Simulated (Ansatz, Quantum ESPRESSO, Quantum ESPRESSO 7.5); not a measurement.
# Ballistic transmission: Cu(111) with two reversed steps (an extrinsic fault)

How well does the junction conduct in the ballistic limit? It is: Cu(111) with two reversed steps (an extrinsic fault).

Main program and level: Quantum ESPRESSO 7.5; plane-wave DFT, PBE, GBRV ultrasoft pseudopotentials (cross-check by Ansatz 0.2.0 with PAW datasets).

## (1) The starting structure

The cell holds 16 atoms: 16 Cu. Its edges and angles: a = 2.574 Å, b = 2.574 Å, c = 33.625 Å, α = 90.0°, β = 90.0°, γ = 60.0°. It derives from Cu. Regions: left lead, 6 atoms (6 Cu); channel, 4 atoms (4 Cu); right lead, 6 atoms (6 Cu). The structure is stacked along c, and the current runs across the ab planes.

## (2) Ground state

One periodic cell holds a stretch of lead, the junction and more lead; the atoms stay as built.

The input, scf.in:

```
&control
  prefix = 'scf'
  outdir = './out'
  pseudo_dir = './pseudo'
  calculation = 'scf'
  tprnfor = .true.
/
&system
  ibrav = 0
  nat = 16
  ntyp = 1
  ecutwfc = 40
  ecutrho = 200
  occupations = 'smearing'
  smearing = 'mv'
  degauss = 0.01
/
&electrons
  conv_thr = 1e-07
  mixing_beta = 0.25
  electron_maxstep = 120
  mixing_mode = 'local-TF'
/
ATOMIC_SPECIES
  Cu  63.5460  cu_pbe_v1.2.uspp.F.UPF
CELL_PARAMETERS angstrom
  2.57386868351903 0.00000000000000 0.00000000000000
  1.28693434175952 2.22903566593269 0.00000000000000
  0.00000000000000 0.00000000000000 33.62487967760381
ATOMIC_POSITIONS crystal
  Cu  0.000000000000 0.000000000000 0.000000000000
  Cu  0.333333333000 0.333333333000 0.062500000000
  Cu  0.666666667000 0.666666667000 0.125000000000
  Cu  0.000000000000 0.000000000000 0.187500000000
  Cu  0.333333333000 0.333333333000 0.250000000000
  Cu  0.666666667000 0.666666667000 0.312500000000
  Cu  0.333333333000 0.333333333000 0.375000000000
  Cu  0.000000000000 0.000000000000 0.437500000000
  Cu  0.333333333000 0.333333333000 0.500000000000
  Cu  0.666666667000 0.666666667000 0.562500000000
  Cu  0.000000000000 0.000000000000 0.625000000000
  Cu  0.333333333000 0.333333333000 0.687500000000
  Cu  0.666666667000 0.666666667000 0.750000000000
  Cu  0.000000000000 0.000000000000 0.812500000000
  Cu  0.333333333000 0.333333333000 0.875000000000
  Cu  0.666666667000 0.666666667000 0.937500000000
K_POINTS automatic
  11 11 1 0 0 0
```

Command:

```sh
OMP_NUM_THREADS=1 mpirun -n 4 pw.x -nk 4 -in scf.in > scf.out
```

What it wrote:

```text
Program PWSCF v.7.5 starts
[citation notice left out]

     Parallel version (MPI & OpenMP), running on       4 processor cores
     Number of MPI processes:                 4
     Threads/MPI process:                     1

     MPI processes distributed on     1 nodes
[...]
Current dimensions of program PWSCF are:
     Max number of different atomic species (ntypx) = 10
     Max number of k-points (npk) =  40000
     Max angular momentum in pseudopotentials (lmaxx) =  4
     Message from routine setup:
     using ibrav=0 with symmetry is DISCOURAGED, use correct ibrav instead

     K-points division:     npool     =       4
     Subspace diagonalization in iterative solution of the eigenvalue problem:
     a serial algorithm will be used

     G-vector sticks info
     --------------------
     sticks:   dense  smooth     PW     G-vecs:    dense   smooth      PW
     Sum         313     253     85                61787    44403    8511

     Using Slab Decomposition

     bravais-lattice index     =            0
     lattice parameter (alat)  =       4.8639  a.u.
     unit-cell volume          =    1301.8494 (a.u.)^3
     number of atoms/cell      =           16
     number of atomic types    =            1
     number of electrons       =       304.00
     number of Kohn-Sham states=          182
     kinetic-energy cutoff     =      40.0000  Ry
     charge density cutoff     =     200.0000  Ry
     scf convergence threshold =      1.0E-07
     mixing beta               =       0.2500
     number of iterations used =            8  local-TF  mixing
     Exchange-correlation= SLA  PW   PBE  PBE
                           (   1   4   3   4   0   0   0)

     celldm(1)=   4.863907  celldm(2)=   0.000000  celldm(3)=   0.000000
     celldm(4)=   0.000000  celldm(5)=   0.000000  celldm(6)=   0.000000

     crystal axes: (cart. coord. in units of alat)
               a(1) = (   1.000000   0.000000   0.000000 )
               a(2) = (   0.500000   0.866025   0.000000 )
               a(3) = (   0.000000   0.000000  13.063945 )

     reciprocal axes: (cart. coord. in units 2 pi/alat)
               b(1) = (  1.000000 -0.577350  0.000000 )
               b(2) = (  0.000000  1.154701  0.000000 )
               b(3) = (  0.000000  0.000000  0.076547 )

     PseudoPot. # 1 for Cu read from file:
     ./pseudo/cu_pbe_v1.2.uspp.F.UPF
     Pseudo is Ultrasoft + core correction, Zval = 19.0
     Generated by new atomic code, or converted to UPF format
     Using radial grid of  867 points,  6 beta functions with:
                l(1) =   0
                l(2) =   0
                l(3) =   1
                l(4) =   1
                l(5) =   2
                l(6) =   2
     Q(r) pseudized with  8 coefficients,  rinner =    1.150   1.150   1.150
                                                       1.150   1.150

     atomic species   valence    mass     pseudopotential
     Cu               19.00    63.54600     Cu( 1.00)

     12 Sym. Ops., with inversion, found ( 6 have fractional translation)

   Cartesian axes

     site n.     atom                  positions (alat units)
         1        Cu     tau(   1) = (   0.0000000   0.0000000   0.0000000  )
         2        Cu     tau(   2) = (   0.5000000   0.2886751   0.8164966  )
         3        Cu     tau(   3) = (   1.0000000   0.5773503   1.6329932  )
         4        Cu     tau(   4) = (   0.0000000   0.0000000   2.4494897  )
         5        Cu     tau(   5) = (   0.5000000   0.2886751   3.2659863  )
         6        Cu     tau(   6) = (   1.0000000   0.5773503   4.0824829  )
         7        Cu     tau(   7) = (   0.5000000   0.2886751   4.8989795  )
         8        Cu     tau(   8) = (   0.0000000   0.0000000   5.7154761  )
         9        Cu     tau(   9) = (   0.5000000   0.2886751   6.5319726  )
        10        Cu     tau(  10) = (   1.0000000   0.5773503   7.3484692  )
        11        Cu     tau(  11) = (   0.0000000   0.0000000   8.1649658  )
        12        Cu     tau(  12) = (   0.5000000   0.2886751   8.9814624  )
        13        Cu     tau(  13) = (   1.0000000   0.5773503   9.7979590  )
        14        Cu     tau(  14) = (   0.0000000   0.0000000  10.6144556  )
        15        Cu     tau(  15) = (   0.5000000   0.2886751  11.4309521  )
        16        Cu     tau(  16) = (   1.0000000   0.5773503  12.2474487  )

     number of k points=    16  Marzari-Vanderbilt smearing, width (Ry)=  0.0100
                       cart. coord. in units 2pi/alat
        k(    1) = (   0.0000000   0.0000000   0.0000000), wk =   0.0165289
        k(    2) = (   0.0000000   0.1049728   0.0000000), wk =   0.0991736
        k(    3) = (   0.0000000   0.2099456   0.0000000), wk =   0.0991736
        k(    4) = (   0.0000000   0.3149183   0.0000000), wk =   0.0991736
        k(    5) = (   0.0000000   0.4198911   0.0000000), wk =   0.0991736
        k(    6) = (   0.0000000   0.5248639   0.0000000), wk =   0.0991736
        k(    7) = (   0.0909091   0.1574592   0.0000000), wk =   0.0991736
        k(    8) = (   0.0909091   0.2624319   0.0000000), wk =   0.1983471
        k(    9) = (   0.0909091   0.3674047   0.0000000), wk =   0.1983471
        k(   10) = (   0.0909091   0.4723775   0.0000000), wk =   0.1983471
[...]
k(   16) = (   0.2727273  -0.5773503   0.0000000), wk =   0.0991736

     Dense  grid:    61787 G-vectors     FFT dimensions: (  24,  24, 288)

     Smooth grid:    44403 G-vectors     FFT dimensions: (  24,  24, 256)

     Estimated max dynamical RAM per process >     239.30 MB

     Estimated total dynamical RAM >     911.95 MB

     Check: negative core charge=   -0.000002

     Initial potential from superposition of free atoms

     starting charge     288.0000, renormalised to     304.0000
     Starting wfcs are  208 randomized atomic wfcs

     total cpu time spent up to now is        4.3 secs

     per-process dynamical memory:   137.2 Mb

     Self-consistent Calculation

     iteration #  1     ecut=    40.00 Ry     beta= 0.25
     Davidson diagonalization with overlap
     ethr =  1.00E-02,  avg # of iterations =  3.2

     total cpu time spent up to now is       20.6 secs

     total energy              =   -6459.71079234 Ry
     estimated scf accuracy    <      82.56218837 Ry

     iteration #  2     ecut=    40.00 Ry     beta= 0.25
[...]
total energy              =   -6456.17943195 Ry
     estimated scf accuracy    <      19.55711614 Ry

     iteration #  3     ecut=    40.00 Ry     beta= 0.25
[...]
14.1362  14.2681  14.5734  15.0495  15.2437  16.1933  16.2701  17.0922
    19.6314  20.8817  20.9026  23.1710  23.2007  25.8220  25.8497  28.5903
    28.6887  28.9239  29.0183  29.1816  29.3948  29.4594  30.0462  30.0625
    30.9369  30.9513  31.7599  31.8994  32.0490  32.1357

          k = 0.0000 0.3149 0.0000 (  5552 PWs)   bands (ev):

   -96.8598 -96.8531 -96.8517 -96.8461 -96.8457 -96.8456 -96.8440 -96.8429
   -96.8423 -96.8415 -96.8404 -96.8396 -96.8382 -96.8379 -96.8359 -96.8359
   -54.2739 -54.2717 -54.2674 -54.2654 -54.2637 -54.2605 -54.2592 -54.2581
   -54.2574 -54.2545 -54.2503 -54.2497 -54.2472 -54.2430 -54.2423 -54.2398
   -54.2393 -54.2365 -54.2352 -54.2338 -54.2314 -54.2286 -54.2285 -54.2224
   -54.2208 -54.2183 -54.2170 -54.2165 -54.2141 -54.2140 -54.2138 -54.2121
   -54.2103 -54.2087 -54.2082 -54.2070 -54.2064 -54.2041 -54.2041 -54.2021
   -54.2004 -54.2000 -54.1987 -54.1978 -54.1959 -54.1956 -54.1940 -54.1927
     8.6035   8.7087   8.7311   9.0420   9.0725   9.5730   9.5870  10.1898
    10.2375  10.7552  10.9115  11.1736  11.3975  11.4295  11.5430  11.6119
    11.7485  11.7681  11.8209  11.8471  11.8982  11.9256  11.9734  12.0825
    12.1298  12.2239  12.2679  12.2724  12.3008  12.3445  12.3685  12.4201
    12.4582  12.4694  12.5430  12.6260  12.6683  12.7014  12.7809  12.7957
    12.8386  12.8526  12.8601  12.8704  12.8908  12.8920  12.9084  12.9527
    12.9766  12.9993  13.0274  13.0776  13.0789  13.0909  13.1862  13.2064
    13.2781  13.3320  13.3566  13.3936  13.4353  13.4483  13.4613  13.4831
    13.4913  13.5187  13.5235  13.5419  13.5493  13.5573  13.5598  13.5703
    13.6164  13.6342  13.6805  13.7148  13.7339  13.7601  13.7775  13.8060
    13.8784  13.9180  13.9921  14.0014  14.0206  14.0483  14.0970  14.1204
    14.5041  14.7572  15.2106  15.9096  16.2254  17.4225  17.5967  18.8082
    20.1360  21.7082  21.7624  23.8862  24.1079  24.7871  24.9940  25.3803
    25.4310  25.5642  26.0702  26.1845  26.7618  27.0255  27.0391  27.1819
    28.1091  28.2580  29.4112  29.5323  29.6317  29.9781

          k = 0.0000 0.4199 0.0000 (  5562 PWs)   bands (ev):

   -96.8570 -96.8506 -96.8499 -96.8432 -96.8432 -96.8429 -96.8411 -96.8401
   -96.8398 -96.8393 -96.8384 -96.8379 -96.8366 -96.8365 -96.8347 -96.8347
   -54.2875 -54.2830 -54.2770 -54.2740 -54.2732 -54.2719 -54.2707 -54.2699
   -54.2694 -54.2662 -54.2648 -54.2636 -54.2623 -54.2602 -54.2562 -54.2546
   -54.2515 -54.2470 -54.2398 -54.2384 -54.2371 -54.2309 -54.2278 -54.2267
   -54.2236 -54.2234 -54.2222 -54.2197 -54.2190 -54.2184 -54.2175 -54.2161
   -54.2154 -54.2148 -54.2132 -54.2115 -54.2112 -54.2087 -54.2087 -54.2066
   -54.2056 -54.2043 -54.2029 -54.2022 -54.1999 -54.1997 -54.1984 -54.1970
     9.9439   9.9631  10.0643  10.1274  10.2755  10.4141  10.5083  10.7174
    10.7716  10.9097  11.1045  11.1379  11.3110  11.4271  11.5032  11.5124
    11.5318  11.5795  11.6148  11.6283  11.7214  11.7293  11.7744  11.8984
    11.9606  12.1554  12.1915  12.3790  12.4401  12.5353  12.5589  12.6043
    12.6723  12.7033  12.7092  12.7322  12.7457  12.7548  12.7580  12.7722
    12.8074  12.8211  12.8730  12.9023  12.9322  12.9608  12.9712  13.0481
    13.0801  13.1548  13.2784  13.2936  13.3716  13.4320  13.4748  13.5327
    13.5684  13.6680  13.7115  13.7626  13.8074  13.8323  13.8413  13.8475
    13.8547  13.8645  13.8769  13.8821  13.8840  13.9010  13.9133  13.9190
    13.9376  13.9446  13.9599  13.9683  13.9735  13.9739  13.9819  14.0421
    14.0632  14.0658  14.1016  14.1229  14.1290  14.1452  14.2524  14.4072
    15.0413  15.5004  16.1267  16.9061  17.4787  18.5164  19.0864  20.1048
    20.8578  21.0310  21.2449  21.4924  21.8542  21.9598  22.5443  23.1764
    23.4321  23.5455  23.9127  24.1267  24.5456  24.8977  25.5625  25.9416
    26.0176  26.3259  27.3748  27.7678  28.0171  28.6730

          k = 0.0000 0.5249 0.0000 (  5568 PWs)   bands (ev):

   -96.8554 -96.8492 -96.8488 -96.8417 -96.8417 -96.8409 -96.8393 -96.8384
   -96.8383 -96.8381 -96.8371 -96.8369 -96.8358 -96.8357 -96.8343 -96.8343
   -54.2983 -54.2925 -54.2884 -54.2850 -54.2823 -54.2814 -54.2800 -54.2792
   -54.2781 -54.2765 -54.2757 -54.2736 -54.2718 -54.2702 -54.2694 -54.2679
   -54.2432 -54.2404 -54.2354 -54.2330 -54.2309 -54.2303 -54.2278 -54.2264
   -54.2256 -54.2248 -54.2232 -54.2230 -54.2227 -54.2218 -54.2213 -54.2209
   -54.2204 -54.2182 -54.2163 -54.2156 -54.2139 -54.2137 -54.2115 -54.2092
   -54.2088 -54.2069 -54.2055 -54.2054 -54.2024 -54.2021 -54.2013 -54.1998
    10.6334  10.6489  10.7435  10.7608  10.8464  10.8893  10.9349  10.9496
    10.9727  11.0235  11.0583  11.0865  11.1357  11.2792  11.3249  11.3730
    11.4006  11.4149  11.4657  11.5086  11.5964  11.6227  11.6736  11.8507
    11.8969  12.1600  12.2049  12.3981  12.4521  12.5531  12.6249  12.6675
    12.6744  12.6833  12.6843  12.7231  12.7326  12.7385  12.8320  12.8515
    12.8785  12.9768  13.0261  13.0524  13.0566  13.0895  13.0906  13.3160
    13.3492  13.4381  13.5274  13.5804  13.5958  13.6175  13.6646  13.8467
    13.8502  13.8820  13.9891  14.0135  14.0192  14.0341  14.0434  14.0487
    14.0500  14.0585  14.0624  14.0653  14.0733  14.0831  14.0919  14.1060
    14.1132  14.1232  14.1246  14.1362  14.1506  14.1519  14.1822  14.2001
    14.4845  14.6541  15.0273  15.1021  15.3349  15.5472  15.7044  15.7897
    16.0084  16.6284  16.6956  17.4030  17.4701  17.8650  17.9263  18.0483
    19.4973  19.6246  19.8819  20.2220  20.4848  20.6170  21.3221  21.7403
    22.6855  22.7213  22.9051  23.3371  23.4936  24.1122  24.2656  24.8433
    25.3144  25.9327  25.9939  26.6251  27.3411  27.6999

[...]
the Fermi energy is    15.7248 ev

!    total energy              =   -6460.51516893 Ry
     estimated scf accuracy    <       0.00000002 Ry
     smearing contrib. (-TS)   =      -0.00108161 Ry
     internal energy E=F+TS    =   -6460.51408732 Ry

     The total energy is F=E-TS. E is the sum of the following terms:
     one-electron contribution =   -4338.35294075 Ry
     hartree contribution      =    2348.63008407 Ry
     xc contribution           =    -620.87691269 Ry
     ewald contribution        =   -3849.91431795 Ry

     convergence has been achieved in  13 iterations

     Forces acting on atoms (cartesian axes, Ry/au):

     atom    1 type  1   force =     0.00000000    0.00000000    0.00011812
     atom    2 type  1   force =     0.00000000   -0.00000000    0.00012503
     atom    3 type  1   force =    -0.00000000    0.00000000   -0.00027568
     atom    4 type  1   force =     0.00000000    0.00000000    0.00010697
     atom    5 type  1   force =     0.00000000    0.00000000   -0.00117182
     atom    6 type  1   force =     0.00000000    0.00000000   -0.00062187
     atom    7 type  1   force =     0.00000000    0.00000000    0.00000000
     atom    8 type  1   force =     0.00000000   -0.00000000    0.00062187
     atom    9 type  1   force =     0.00000000    0.00000000    0.00117182
     atom   10 type  1   force =     0.00000000    0.00000000   -0.00010697
     atom   11 type  1   force =     0.00000000    0.00000000    0.00027568
     atom   12 type  1   force =     0.00000000   -0.00000000   -0.00012503
     atom   13 type  1   force =     0.00000000    0.00000000   -0.00011812
     atom   14 type  1   force =     0.00000000   -0.00000000   -0.00008224
     atom   15 type  1   force =     0.00000000   -0.00000000    0.00000000
     atom   16 type  1   force =    -0.00000000    0.00000000    0.00008224

     Total force =     0.001941     Total SCF correction =     0.000645
     SCF correction compared to forces is large: reduce conv_thr to get better values

[...]
=------------------------------------------------------------------------------=
   JOB DONE.
=------------------------------------------------------------------------------=
```

The job ended after 3.4 min (4 MPI ranks of Arm Neoverse V2, shared host; peak memory 1.1 GiB; 14 min of CPU time).

Read from the output:

* free energy: -87899.7868 eV
* Fermi energy: 15.72 eV

The program's own clock; routines nest. Time by routine:

```csv
routine,wall time (s),calls
PWSCF,205.8,1
electrons,199.6,1
c_bands,182.8,13
cegterg,174.5,52
h_psi,77.04,318
fftw,50.96,65058
vloc_psi,48.16,318
calbec,20.31,386
sum_band,14.61,13
cdiaghg,14.23,314
add_vuspsi,14.18,318
s_psi,14.16,318
h_psi:calbec,14.09,318
init_run,4.16,1
```

The run needed 13 iterations to bring the estimated error under 1e-07 Ry; the largest force on any atom, held or free, is 0.03 eV/Å.

(Continued in part 2 of 3.)

[Logs are printed without paths, hosts, clocks, repeated set-up lines and the standing remarks that a program may print on its own settings, such as how far it seeks lower states.]

[Hosts, paths, dates, database ids (printed as entryN), source tags and the programs' standing remarks are cut or masked in the printed files.]

[Maps of the electrostatic potential energy from Ansatz leave out the sawtooth potential of an applied field or a dipole correction, so their vacuum need not be flat; planar profiles and work functions include it.]
